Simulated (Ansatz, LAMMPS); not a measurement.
## Electronic structure of liquid K(F,Br) at 1200 K (94 atoms)

What does DFT give for liquid K(F,Br) at 1200 K (94 atoms) as built?

Program: Ansatz 0.2.0. Level of theory: Kohn-Sham DFT, r2SCAN, PAW (set soft_2), plane waves. Results are calculated unless marked as measured.

## Step 1: Set-up

The cell holds 94 atoms: 47 K, 18 F and 29 Br. Cell: a = 15.650 Å, b = 15.650 Å, c = 15.650 Å, α = 90.0°, β = 90.0°, γ = 90.0°. 94 atoms (47 K, 18 F, 29 Br) placed at random at 1.95 g/cm³, melted at 1800 K for 10 ps at fixed volume with the Lennard-Jones and Coulomb ion parameters for SPC/E (Joung and Cheatham, J. Phys. Chem. B 112, 9020 (2008)), full charges. Snapshot at the end of a hold of 20 ps at 1200 K and fixed volume.

Before any run, some limits are plain. The starting topology of bonds comes from the classical model, and needn't be the one that DFT or experiment would give. The ion parameters were fitted for water, not for melts, so the starting structure of this cell may lie well off the real melt's. The Brillouin zone is sampled at Γ only, in a cell whose shortest periodic width is 16 Å.

## Step 2: How the cell was made

A classical potential supplies the starting structure, since it reaches far longer times than DFT.

This step: classical MD, Lennard-Jones and Coulomb ion parameters for SPC/E (Joung and Cheatham, J. Phys. Chem. B 112, 9020 (2008)), full charges (LAMMPS 22 Jul 2025 - Update 4).

in.lmp

```
# melt-quench of K47F18Br29
units metal
atom_style charge
boundary p p p
region box block 0 15.6503 0 15.6503 0 15.6503
create_box 3 box
mass 1 39.0983   # K
mass 2 18.9984   # F
mass 3 79.9040   # Br
create_atoms 1 random 47 495313 NULL overlap 2.2 maxtry 2000
create_atoms 2 random 18 495320 NULL overlap 2.2 maxtry 2000
create_atoms 3 random 29 495327 NULL overlap 2.2 maxtry 2000
pair_style lj/cut/coul/long 9.0
pair_modify mix arithmetic tail yes
pair_coeff 1 1 0.018634 2.8384   # K
pair_coeff 2 2 0.000321 4.0215   # F
pair_coeff 3 3 0.001169 4.9017   # Br
set type 1 charge 1
set type 2 charge -1
set type 3 charge -1
kspace_style pppm 1.0e-4
neigh_modify delay 0 every 1 check yes
thermo_style custom step time temp pe press density
thermo_modify norm yes
timestep 0.002
thermo 100
min_style cg
minimize 1e-4 1e-4 200 2000
reset_timestep 0
velocity all create 1800 495314 mom yes dist gaussian
fix lim all nve/limit 0.05
fix lan all langevin 1800 1800 0.2 495315 zero yes
thermo 500
run 1000 post no
# [... 10 lines left out ...]
compute msd all msd com yes
thermo 2500
fix md all nvt temp 1200 1200 0.2
run 10000 post no
print "== T1200: mean square displacement over the hold $(c_msd[4]:%.2f) A^2"
unfix md
uncompute msd
write_dump all custom T1200.dump id type xs ys zs modify sort id
```

Command:

```console
$ lmp -in in.lmp -log none -nocite
```

The log of the run:

```text
LAMMPS (22 Jul 2025 - Update 4)
Created orthogonal box = (0 0 0) to (15.6503 15.6503 15.6503)
Created 47 atoms
Created 18 atoms
Created 29 atoms
PPPM initialization ...
  G vector (1/distance) = 0.30301605
  grid = 10 10 10
  estimated relative force accuracy = 8.6870366e-05
   Step          Time           Temp          PotEng         Press         Density
         0   0              0              0.97843094     354602.17      1.9479838
       100   0.2            0             -3.6539992     -2281.1468      1.9479838
       116   0.232          0             -3.6647333     -3134.7914      1.9479838
[... 21 lines left out ...]
Loop time of 0.867836 s on 1 MPI rank(s) for 5000 steps with 94 atoms
   Step          Time           Temp          PotEng         Press         Density
[... 5 lines left out ...]
Loop time of 0.430239 s on 1 MPI rank(s) for 2500 steps with 94 atoms
   Step          Time           Temp          PotEng         Press         Density
[... 2 lines left out ...]
     12500   25             1186.8427     -3.5075755      966.22481      1.9479838
     15000   30             1187.6703     -3.5241825      2255.7227      1.9479838
     17500   35             1118.3045     -3.5322391      1607.3294      1.9479838
     18500   37             1179.1023     -3.523892       2018.4956      1.9479838
Loop time of 1.69604 s on 1 MPI rank(s) for 10000 steps with 94 atoms
== T1200: mean square displacement over the hold 56.67 A^2
```

Elapsed: 3.3 s, on 1 thread of Arm Neoverse V2, shared host; peak memory 0.076 GiB.

## Step 3: Plane-wave single point

One self-consistent run at the given positions yields energy and forces.

input.yaml

```yaml
crystal:
  lattice:
    - [15.6503, 0.0, 0.0]
    - [0.0, 15.6503, 0.0]
    - [0.0, 0.0, 15.6503]
  atoms:
    - { symbol: K, position: [0.22845, 0.58451, 0.31129] }
    - { symbol: K, position: [0.08694, 0.00422, 0.03656] }
    - { symbol: K, position: [0.84609, 0.1005, 0.24081] }
    - { symbol: K, position: [0.57217, 0.77369, 0.4058] }
    - { symbol: K, position: [0.77933, 0.99239, 0.55766] }
    - { symbol: K, position: [0.76786, 0.28831, 0.80333] }
    - { symbol: K, position: [0.48636, 0.07111, 0.97911] }
    - { symbol: K, position: [0.59183, 0.19109, 0.44686] }
    - { symbol: K, position: [0.28289, 0.00816, 0.72743] }
    - { symbol: K, position: [0.32548, 0.74458, 0.80024] }
    - { symbol: K, position: [0.26777, 0.66667, 0.54921] }
    - { symbol: K, position: [0.77696, 0.5827, 0.14941] }
    - { symbol: K, position: [0.82593, 0.72118, 0.52542] }
    - { symbol: K, position: [0.74575, 0.0522, 0.86776] }
    - { symbol: K, position: [0.4998, 0.55673, 0.91392] }
    - { symbol: K, position: [0.24611, 0.4206, 0.61218] }
    - { symbol: K, position: [0.19945, 0.72498, 0.06903] }
    - { symbol: K, position: [0.15712, 0.92895, 0.40456] }
    - { symbol: K, position: [0.16319, 0.27301, 0.17195] }
    - { symbol: K, position: [0.82343, 0.78979, 0.97655] }
    - { symbol: K, position: [0.27333, 0.35138, 0.91142] }
    - { symbol: K, position: [0.95761, 0.38269, 0.86328] }
    - { symbol: K, position: [0.6776, 0.54056, 0.78993] }
    - { symbol: K, position: [0.01114, 0.76267, 0.22919] }
    - { symbol: K, position: [0.55434, 0.81074, 0.94924] }
    - { symbol: K, position: [0.73832, 0.36978, 0.30601] }
    - { symbol: K, position: [0.10566, 0.22258, 0.7373] }
    - { symbol: K, position: [0.44048, 0.2725, 0.22886] }
    - { symbol: K, position: [0.90926, 0.25915, 0.13785] }
    - { symbol: K, position: [0.51906, 0.97876, 0.61227] }
    - { symbol: K, position: [0.69652, 0.00143, 0.09977] }
    - { symbol: K, position: [0.6709, 0.7839, 0.75233] }
    - { symbol: K, position: [0.6474, 0.40596, 0.02503] }
    - { symbol: K, position: [0.01037, 0.44761, 0.18709] }
    - { symbol: K, position: [0.38798, 0.4934, 0.13982] }
    - { symbol: K, position: [0.99806, 0.46979, 0.64659] }
    - { symbol: K, position: [0.7487, 0.36662, 0.54301] }
    - { symbol: K, position: [0.51178, 0.28261, 0.76298] }
    - { symbol: K, position: [0.0202, 0.56849, 0.92615] }
    - { symbol: K, position: [0.51605, 0.69139, 0.62431] }
    - { symbol: K, position: [0.90328, 0.56133, 0.3572] }
    - { symbol: K, position: [0.95569, 0.27249, 0.55429] }
    - { symbol: K, position: [0.49525, 0.46418, 0.40922] }
    - { symbol: K, position: [0.07788, 0.47734, 0.44672] }
    - { symbol: K, position: [0.17649, 0.21745, 0.43837] }
    - { symbol: K, position: [0.41014, 0.85116, 0.14862] }
    - { symbol: K, position: [0.98234, 0.8175, 0.6983] }
    - { symbol: F, position: [0.41166, 0.41522, 0.99046] }
    - { symbol: F, position: [0.85202, 0.47546, 0.24414] }
    - { symbol: F, position: [0.29327, 0.34296, 0.2837] }
    - { symbol: F, position: [0.81778, 0.84795, 0.65299] }
    - { symbol: F, position: [0.93315, 0.42804, 0.49446] }
    - { symbol: F, position: [0.53874, 0.67975, 0.80337] }
    - { symbol: F, position: [0.53317, 0.93484, 0.06323] }
    - { symbol: F, position: [0.24368, 0.50328, 0.4751] }
    - { symbol: F, position: [0.70193, 0.88371, 0.93238] }
    - { symbol: F, position: [0.11103, 0.32294, 0.5755] }
    - { symbol: F, position: [0.22459, 0.56978, 0.14242] }
    - { symbol: F, position: [0.03474, 0.30586, 0.25983] }
    - { symbol: F, position: [0.85737, 0.39759, 0.71228] }
    - { symbol: F, position: [0.05902, 0.57251, 0.30292] }
    - { symbol: F, position: [0.565, 0.42864, 0.80729] }
    - { symbol: F, position: [0.1177, 0.38515, 0.76699] }
    - { symbol: F, position: [0.60308, 0.82297, 0.60347] }
    - { symbol: F, position: [0.61198, 0.35897, 0.44081] }
    - { symbol: Br, position: [0.61745, 0.98762, 0.40887] }
    - { symbol: Br, position: [0.27723, 0.18385, 0.79766] }
    - { symbol: Br, position: [0.97727, 0.96221, 0.23802] }
    - { symbol: Br, position: [0.88828, 0.03913, 0.03092] }
    - { symbol: Br, position: [0.915, 0.12826, 0.76927] }
    - { symbol: Br, position: [0.65021, 0.20685, 0.91636] }
    - { symbol: Br, position: [0.86901, 0.67778, 0.82347] }
    - { symbol: Br, position: [0.84581, 0.43145, 0.01942] }
    - { symbol: Br, position: [0.55794, 0.43247, 0.22825] }
    - { symbol: Br, position: [0.10551, 0.04085, 0.55904] }
    - { symbol: Br, position: [0.38828, 0.53625, 0.67667] }
    - { symbol: Br, position: [0.74002, 0.68868, 0.32485] }
    - { symbol: Br, position: [0.99992, 0.72985, 0.03772] }
    [... 10 atom lines left out ...]
    - { symbol: Br, position: [0.08789, 0.35161, 0.00427] }
    - { symbol: Br, position: [0.27423, 0.12522, 0.09696] }
    - { symbol: Br, position: [0.19657, 0.88519, 0.91148] }
    - { symbol: Br, position: [0.4247, 0.64618, 0.39654] }
    - { symbol: Br, position: [0.00695, 0.752, 0.48746] }
    - { symbol: Br, position: [0.46429, 0.94362, 0.80716] }
kpoints:
  mp_grid: { grid: [1, 1, 1] }
hamiltonian:
  xc: r2scan
scf:
  occupations: { method: gaussian, width: 0.05 }
output:
  forces: true
  stress: true
  populations: intrinsic
  dos:
    method: { smearing: { sigma: 0.15 } }
    de: 0.1
    projected: { site_lists: { Br: [Br], F: [F], K: [K] } }
  eigenvalues: true
  write_density: true
  write_potential: true
  volumetric_format: npy
```

Command:

```console
$ ansatz run input.yaml --threads 8 --pin off --max-ram 15872MiB --backend cpu --events-out ev --progress --plain --runs-dir out
```

The log of the run:

```text
Engine: ansatz 0.2.0, aarch64-unknown-linux-gnu
Pseudopotentials: kind: paw
Pseudopotential: K, paw, valence charge 9, recommended cutoff 500 eV (meta_gga), K.paw.azcp
Pseudopotential: F, paw, valence charge 7, recommended cutoff 500 eV (meta_gga), F.paw.azcp
Pseudopotential: Br, paw, valence charge 7, recommended cutoff 500 eV (meta_gga), Br.paw.azcp
[... 6 lines on functional and potentials left out ...]
Crystal: 94 atoms, lattice volume = 3833.258 Å³
Basis set: ecut = 500 eV, 97521 PW (Γ), exchange–correlation on 480×480×480 points (64 copies of the dense FFT grid, shifted against one another)
Bands: 470, of which v1, the nominal top of the filled ones, is band 376 counted from 1 (375 counted from 0)
Symmetry: 1 space group operations
Space group: P1 (ITA 1), of the structure as read, at distance tolerance 1.6e-4 Å
k-points: 1
[...]
atom   7  K     -0.32381842    -0.30347756    -0.00266377
  atom   8  K      0.03202777     0.21263065     0.00579460
[...]
atom  13  K     -0.60018355     0.43339623     0.42087221
  atom  14  K      0.46985192    -0.85751436    -0.22630306
[...]
atom  93  Br     0.46392034     0.00217546    -0.35260310
  atom  94  Br     0.17954038     0.13271084     0.15178018
  max |Σ_I F_I| component: 1.09e-4 eV/Å
--- Stress (GPa, compression-positive) ---
       -1.027763      -0.176094      -0.024781
       -0.176094      -1.162201       0.086420
       -0.024781       0.086420      -0.936833
  P = ⅓ Tr σ = -1.0423 GPa (-10.423 kbar)
--- Band table (eV) ---
  k-point 0: bands = ["-31.6252", "-31.2487", "-31.0427", "-30.9525", [... 454 levels ...], "7.1970", "7.2029", "7.2302", "7.2424", "7.2715", "7.2832", "7.3094", "7.3454", "7.3592", "7.3793", "7.3996", "7.4183"]
--- intrinsic populations: 94 sites ---
  site symbol       q [e]
     0      K      8.1611
     1      K      8.2089
     2      K      8.2228
[...]
93     Br      7.7547
  spilling = -0.000000 (of n_electrons = 752.000000)
[key lines of the parts left out:]
SCF converged after 10 iterations
Free energy (F): -168208.125300 eV
Fermi energy:    1.779550 eV
```

Elapsed: 80 s, on 8 threads of Arm Neoverse V2, shared host; peak memory 11 GiB.

The program notes that the exchange-correlation potential is rough where the density is thin.

The run gave:

```yaml
free_energy: -168208.1253 eV
free_energy_per_atom: -1789.4481 eV/atom
scf_cycles: 10
pressure: -1.042 GPa
r_m_s_force_component: 0.3135 eV/Å
longest_force: 1.224 eV/Å
fermi_energy: 1.78 eV
spacing_of_highest_filled_and_lowest_empty_level: 3.301 eV
```

Length of the force by element:

```
element  coordination  atoms  mean length of the force (eV/Å)  spread   least   most
     Br           all     29                            0.426   0.245  0.0434   1.22
      F           all     18                            0.483   0.160   0.239  0.751
      K           all     47                            0.536   0.234   0.142   1.14
```

Intrinsic-atomic-orbital charges by element:

```
element  coordination  atoms  mean charge (e)  spread   least    most
     Br           all     29           -0.767  0.0162  -0.803  -0.744
      F           all     18           -0.892  0.0048  -0.899  -0.883
      K           all     47            0.815  0.0252   0.767   0.877
```

States in the cell by windows of 1 eV, zero at the Fermi level; the larger projections on atomic orbitals stand beside the total:

```
from (eV)  to (eV)  total  Br p   F p   K s
      -10       -5    0.0   0.0   0.0   0.0
       -5       -4   18.6   4.9  12.8   0.5
       -4       -3  128.1  66.4  56.7   2.9
       -3       -2  126.1  87.4  35.2   1.9
       -2       -1    9.2   8.7   0.3   0.1
       -1        1    0.0   0.0   0.0   0.0
        1        2    2.0   0.0   0.0   1.6
        2        3   12.6   0.6   0.1   9.7
        3        4   38.4   1.4   0.3  23.3
        4        5   70.3   1.0   0.3  19.5
```

Between -26 and -10 eV lie 376 more states.

The stored curve holds about 658 of the 752 electrons; the rest, give or take the few that broadening carries across the Fermi level, lie in deeper levels below its range.

The levels nearest the highest filled one (over half full), pooled over k-points and spins:

```
level less the highest filled one (eV)  occupation
                                -0.360           2
                                -0.355           2
                                -0.302           2
                                -0.283           2
                                -0.155           2
                                     0           2
                                  3.30           0
                                  4.12           0
                                  4.14           0
                                  4.25           0
                                  4.30           0
                                  4.32           0
```

Electrostatic potential energy in the ac plane at fractional y = 0.421, with atoms of K and F and Br within 0.2 Å of it. With pseudopotentials it is smooth inside the atoms' cores, unlike the true potential.

Ten even steps from '0' (-35 eV) to '9' (8 eV), each cell a mean:
```
99888899998888997202899988754468898632368999
88999999988778899999999999888888999988888777
68899999988778899999999999999999999999886324
68999999998888899999999965899999889998875213
88999899999999999999999500399998899999988767
89996479999999999999999966899999999999899988
88999999999999999999999999999999999961169988
67899999987778999999999999999999999985589876
45789998730026899999999999999999999999999864
77899998610005899999999999999988888899999887
98999999875568999999999999999887556889999999
99888899999999999999999999999987667889972138
98766789999999999998888899999998888899972138
88656789999999999988643689999999888999999999
98888889999999999988633589999998888899999999
99999999999999999998877889999887677889999999
99999999999999999999998888999876447899999999
88899999999999999999986211478887778899999988
23588999999999999999984000068998889999999874
00378899999999988888987433589999999999998851
45788999999999887788899988999888999999999876
88899999999999988889999998877788899988899988
99999999999999999999999988621147888511158999
99888899999999998314999987400026887100027999
```
Columns run along a (15.7 Å; values clipped at the 3rd and 97th percentile), rows up along c (15.7 Å). Atoms in or near the plane, at fractional coordinates: K at (0.25, 0.61), F at (0.41, 0.99), F at (0.93, 0.49), F at (0.56, 0.81), Br at (0.85, 0.02), Br at (0.56, 0.23).

Valence density in the ac plane at fractional y = 0.421, with atoms of K and F and Br within 0.2 Å of it. It is the smooth field of the valence electrons, not physical close to the nuclei.

Ten steps, logarithmic in the rise over the least value, from '0' (0.00 × 1e0 e/Å³) to '9' (8.88 × 1e0 e/Å³), each cell a mean:
```
11233211000000125898420000245531112455542100
11111100001222112343100000000000001122221222
31000000001222100000000011100000000000014565
31000100000000000000002466521000000000024666
10124432000000000000013699741000000000012332
00136753100000000000001466421000000124421000
11123432000000000000000011000000001368863101
43210000123321000000000000000000000246642134
54210001367764100000000000000000000011111235
32100001468875200000000000000001221000000123
10000000135542000000000000000013443200023331
11111000001100000000000000000012343100258974
22343210001100000000122111221100110000258974
12344210000000000002455422222100000000013321
00111100000000000002455421111000000000000000
00000000000000000000122210000012332100000000
00000000000011000000012233211124553111100000
21100000000011100000124555532112332223321001
66420000000000000000135544542100000123321135
77531000000000001110123455431000000011100246
55310000000000012221001222110000000000000124
11110000000000001110000000123210001233321000
01222210000000001232100001467753113455543100
12333321000000025897410002578763124554553210
```
Columns run along a (15.7 Å), rows up along c (15.7 Å). Atoms in or near the plane, at fractional coordinates: K at (0.25, 0.61), F at (0.41, 0.99), F at (0.93, 0.49), F at (0.56, 0.81), Br at (0.85, 0.02), Br at (0.56, 0.23).

Mean intrinsic-atomic-orbital charges: Br -0.77, F -0.89, K +0.81 e. The largest share in the top eV of filled states is Br p (83 % of the projected weight), and in the lowest eV of empty states K s (85 % of the projected weight).

## Step 4: Distances and neighbours

Bonds and neighbours are counted at the geometry of the runs.

Density 1.95 g/cm³, 40.78 Å³ an atom.

g(r), total and by pair (bins of 0.2 Å):

```
r (Å)  total   K-K  K-Br   K-F  Br-Br  Br-F   F-F
 2.30   0.06  0.00  0.00  0.32   0.00  0.00  0.00
 2.50   0.75  0.00  0.00  3.95   0.00  0.00  0.00
 2.70   1.29  0.00  0.00  6.76   0.00  0.00  0.00
 2.90   1.03  0.00  0.91  3.93   0.00  0.00  0.00
 3.10   1.57  0.14  3.96  1.48   0.00  0.00  0.94
 3.30   1.11  0.38  2.79  0.84   0.00  0.00  0.00
 3.50   1.31  0.90  2.88  0.44   0.00  0.23  2.36
 3.70   1.01  1.00  1.38  0.53   0.26  0.84  2.81
 3.90   1.27  1.53  1.18  0.72   0.72  1.75  3.04
 4.10   1.05  1.23  0.73  0.54   0.87  2.09  2.20
 4.30   1.18  2.09  0.61  0.28   1.36  1.90  1.56
 4.50   0.97  1.50  0.61  0.36   0.71  1.88  1.40
 4.70   0.95  1.12  0.61  0.81   2.29  0.67  0.84
 4.90   1.02  1.32  0.70  0.75   2.27  0.84  0.40
 5.10   1.09  1.16  0.61  0.62   2.08  1.77  2.17
 5.30   0.79  0.98  0.32  0.71   1.17  1.25  1.33
 5.50   0.74  0.86  0.56  0.71   0.47  1.08  1.26
 5.70   0.96  0.90  0.83  0.72   1.22  1.44  1.45
 5.90   1.13  1.03  0.86  1.77   0.84  1.44  0.55
 6.10   1.00  0.93  1.11  1.31   1.26  0.47  0.00
 6.30   1.17  0.97  1.41  1.46   1.02  0.81  0.49
 6.50   0.90  1.05  0.93  1.06   0.86  0.55  0.00
 6.70   0.99  0.80  1.02  1.53   1.04  0.52  0.42
 6.90   0.96  0.90  1.31  0.99   0.46  0.67  0.40
 7.10   1.01  0.99  1.20  1.14   0.58  0.76  0.75
 7.30   1.06  1.01  1.14  1.12   1.02  0.94  0.89
 7.50   1.03  0.88  1.25  0.84   1.41  0.67  1.35
 7.70   1.09  0.91  1.38  0.85   0.62  1.43  1.42
```

A closer look about Br71, which bears the longest force: 10 atoms, nearest first, numbered in the order of the input, with positions taken from that point.

```
atom      x      y      z  distance (Å)  intrinsic-atomic-orbital charge (e)     Fx     Fy  Fz (eV/Å)
Br71   0.00   0.00   0.00          0.00                                -0.76  -0.97   0.02       0.75
  K6   1.84   1.27  -1.77          2.85                                 0.79   0.57   0.32      -0.93
 K14   1.50  -2.42  -0.76          2.94                                 0.79   0.47  -0.86      -0.23
 K38  -2.17   1.19  -2.40          3.44                                 0.84  -0.02   0.39       0.00
  K7  -2.56  -2.12   0.98          3.47                                 0.82  -0.32  -0.30       0.00
 K33  -0.04   3.12   1.70          3.55                                 0.78  -0.44  -0.26      -0.05
 F62  -1.33   3.47  -1.71          4.09                                -0.90   0.47  -0.25       0.42
Br85   0.60  -0.20   4.16          4.21                                -0.78  -0.18   0.25      -0.21
Br86   0.31  -0.44  -4.22          4.26                                -0.75  -0.03  -0.03      -0.01
 K31   0.72  -3.21   2.87          4.37                                 0.84  -0.49  -0.38      -0.28
```

## Step 5: Summary of results

```yaml
free_energy_per_atom: -1789.4481 eV/atom
pressure: -1.042 GPa
r_m_s_force_component: 0.3135 eV/Å
spacing_of_highest_filled_and_lowest_empty_level: 3.301 eV
wall_time_of_the_1_dft_run: 80 s
```

**Reading.** Between filled and empty levels lie 3.30 eV (at Γ alone); a semilocal functional tends to put such gaps too low. In a disordered cell it changes from sample to sample and from frame to frame.

What to keep in mind: The force components of 0.31 eV/Å r.m.s. hold both thermal displacement and the mismatch between the potential that made the cell and DFT. The pressure of a single frame lacks the kinetic term.

[Logs are printed without paths, hosts, clocks, repeated set-up lines and the standing remarks that a program may print on its own settings, such as how far it seeks lower states.]

[Hosts, paths, dates, database ids (printed as entryN), source tags and the programs' standing remarks are cut or masked in the printed files.]
